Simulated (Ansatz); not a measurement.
Planning a run of Ansatz 0.2.0 on LiNbO3 (R3c). The input:

```yaml
crystal:
  lattice:
    - [2.5758, 1.4871388234, 4.623]
    - [-2.5758, 1.4871388234, 4.623]
    - [0.0, -2.9742776468, 4.623]
  atoms:
    - { symbol: Li, position: [0.2815, 0.2815, 0.2815] }
    - { symbol: Li, position: [0.7815, 0.7815, 0.7815] }
    - { symbol: Nb, position: [5.5e-05, 5.5e-05, 5.5e-05] }
    - { symbol: Nb, position: [0.500055, 0.500055, 0.500055] }
    - { symbol: O, position: [0.11231, 0.35836, 0.71959] }
    - { symbol: O, position: [0.71959, 0.11231, 0.35836] }
    - { symbol: O, position: [0.35836, 0.71959, 0.11231] }
    - { symbol: O, position: [0.21959, 0.85836, 0.61231] }
    - { symbol: O, position: [0.85836, 0.61231, 0.21959] }
    - { symbol: O, position: [0.61231, 0.21959, 0.85836] }
kpoints:
  mp_grid: { grid: [6, 6, 6] }
hamiltonian:
  xc: pbe
scf:
  occupations: { method: fermi_dirac, width: 0.02 }
relax:
  f_tol: 0.01
  max_steps: 60
  cell: {}
```

```sh
ansatz run input.yaml --threads 3 --pin off --max-ram 92160MiB --backend cuda --events-out ev --progress --plain --runs-dir out --devices 1 --max-vram 13GiB
```

Estimate wall time and host memory on 1 × NVIDIA H100 80GB HBM3 (shared by 6 runs) with 3 threads of AMD EPYC 7R13 (Zen 3), shared host.

It took 47 s; on shared hardware allow 24 s to 95 s. Peak host memory was 0.98 GiB. The sizes that set the cost: 2139 plane waves a state, 32 irreducible k points and 58 SCF cycles.

[Paths, hosts, dates, memory and timing lines, banners, echoed tables and standing remarks are left out of the program output.]

[Logs are printed without paths, hosts, clocks, repeated set-up lines and the standing remarks that a program may print on its own settings, such as how far it seeks lower states.]

[Runs of the session that timed out or met a known fault of the program may be left out.]

[Cells called generated may have been cut or substituted from an entry of the Crystallography Open Database or the Materials Project.]

[Hosts, paths, dates, database ids (printed as entryN), source tags and the programs' standing remarks are cut or masked in the printed files.]
